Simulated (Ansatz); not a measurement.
In doubt: one-shot GW on d or f shells is unsure, so the values of those runs are not to be relied on.

Rows from a G0W0 calculation on AgO (I4_1/a) (Ansatz 0.2.0; G0W0 on LDA, plane waves, PAW; 4×4×4 mesh, 716 empty bands, screening to 130 eV, hard PAW files), in eV. Spin-orbit coupling is left out.

```csv
row,k,band,start,Σx,Σc at the solution,Vxc
A,"(0.250, -0.500, -0.500)",c2,13.495,-24.271,-1.829,-26.581
B,Γ,c2,13.891,-24.394,-2.348,-27.201
C,Γ,v1,12.715,-30.190,4.297,-25.887
D,"(0.250, -0.500, -0.500)",v1,12.126,-28.551,3.900,-24.696
E,Γ,c1,13.651,-25.251,-1.699,-27.351
F,"(0.250, -0.500, -0.500)",c1,12.921,-25.044,-0.865,-26.349
```

Q: Give the quasiparticle energies and the shift of each level.

The quasiparticle equation reads E = start + Σx + Σc(E) − Vxc.

```csv
row,E (eV),shift (eV)
A,13.976,+0.481
B,14.351,+0.460
C,12.709,−0.006
D,12.171,+0.045
E,14.051,+0.400
F,13.361,+0.440
```

Limits: not at the basis limit; d shell near the gap, gap tends to lie low; no spin-orbit coupling; coarse k mesh.

[Paths, hosts, dates, memory and timing lines, banners, echoed tables and standing remarks are left out of the program output.]

[Logs are printed without paths, hosts, clocks, repeated set-up lines and the standing remarks that a program may print on its own settings, such as how far it seeks lower states.]

[Runs of the session that timed out or met a known fault of the program may be left out.]

[Cells called generated may have been cut or substituted from an entry of the Crystallography Open Database or the Materials Project.]

[Hosts, paths, dates, database ids (printed as entryN), source tags and the programs' standing remarks are cut or masked in the printed files.]
